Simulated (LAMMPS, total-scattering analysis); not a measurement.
# How mole fraction of BaO + NiO changes the structure of 95GeO2-1BaO-4NiO (mol %) to 50GeO2-12BaO-38NiO (mol %)

Each member is made by classical molecular dynamics (LAMMPS) with the Morse and Coulomb pair potential with partial charges (Pedone, Malavasi, Menziani, Cormack and Segre, J. Phys. Chem. B 110, 11780 (2006)), with about 600 atoms, cooled at 100 K/ps (100 K/ps at least while the volume is held), and sampled at 300 K. Compositions: 0.05: 95GeO2-1BaO-4NiO (mol %); 0.2: 80GeO2-5BaO-15NiO (mol %); 0.5: 50GeO2-12BaO-38NiO (mol %).

S(Q) is the Faber–Ziman total, Σ ci cj fi fj (Sij − 1)/⟨f⟩² + 1. Below 4 Å⁻¹ the partials are summed on each cell's reciprocal vectors and folded with a narrow Gaussian, which lowers sharp peaks; above it they are tapered transforms of g(r). X-rays take neutral-atom form factors, neutrons coherent lengths (Ge 8.185, Ba 5.07, Ni 10.3, O 5.8037 fm). G(r) = 4πrρ₀[g(r) − 1] carries the resolution of a Lorch-windowed transform up to 22 Å⁻¹. The patterns are simulated, not measured. The potential has fixed partial charges and no three-body term, so angles and changes of cation coordination with composition are its weak points, and some glasses come out too dense.

The rows are the members that were run; a member may also have been kept off the list beforehand.

```csv
mole fraction of BaO + NiO,state,density (g/cm³),first clear X-ray maximum (Å⁻¹),its height (X-ray),first clear neutron maximum (Å⁻¹),its height (neutron),Ge–O (Å),O around Ge,Ni–O (Å),O on one former (%)
0.05,rigid,3.644,1.70,1.77,1.66,1.56,1.73,4.01,1.97,4.4
0.2,rigid,3.946,1.77,1.86,1.76,1.52,1.72,4.08,1.98,19.2
0.5,rigid,4.447,2.15,1.78,2.13,1.07,1.72,4.13,1.99,57.8
```

The neutron S(Q):

```csv
Q (Å⁻¹),0.05,0.2,0.5
0.8,0.20,0.22,0.39
1.1,0.37,0.33,0.27
1.4,0.95,0.62,0.43
1.7,1.53,1.44,0.79
2.0,1.03,0.95,1.03
2.3,0.52,0.57,0.83
2.6,0.51,0.57,0.61
2.9,0.67,0.66,0.73
3.2,0.70,0.78,0.72
3.5,0.82,0.91,0.97
3.8,0.93,0.95,1.01
4.1,1.12,1.13,1.31
4.4,1.38,1.34,1.44
4.7,1.48,1.47,1.29
5.0,1.35,1.27,1.05
5.3,1.04,0.97,0.86
5.6,0.85,0.83,0.80
5.9,0.80,0.81,0.84
6.2,0.76,0.80,0.88
6.5,0.72,0.77,0.90
6.8,0.78,0.84,0.95
7.1,0.96,1.00,1.06
7.4,1.15,1.15,1.12
7.7,1.19,1.19,1.12
8.0,1.17,1.14,1.09
```

Oxygen bound to a single network former goes from 4 to 58 % as the added cations take oxygens that joined two formers.

**Question.** One more member gave density (g/cm³) 4.052, first clear X-ray maximum (Å⁻¹) 1.88, its height (X-ray) 1.59, first clear neutron maximum (Å⁻¹) 1.84, its height (neutron) 1.25, Ge–O (Å) 1.72, O around Ge 4.12, Ni–O (Å) 1.99, O on one former (%) 22.8. What is its mole fraction of BaO + NiO?

The steadiest measure along the series is density (g/cm³): 3.644 at 0.05, 3.946 at 0.2, 4.447 at 0.5. The value 4.052 interpolates to 0.26; the member was 0.25 (75GeO2-6BaO-19NiO (mol %)).

[Logs are printed without paths, hosts, clocks, repeated set-up lines and the standing remarks that a program may print on its own settings, such as how far it seeks lower states.]
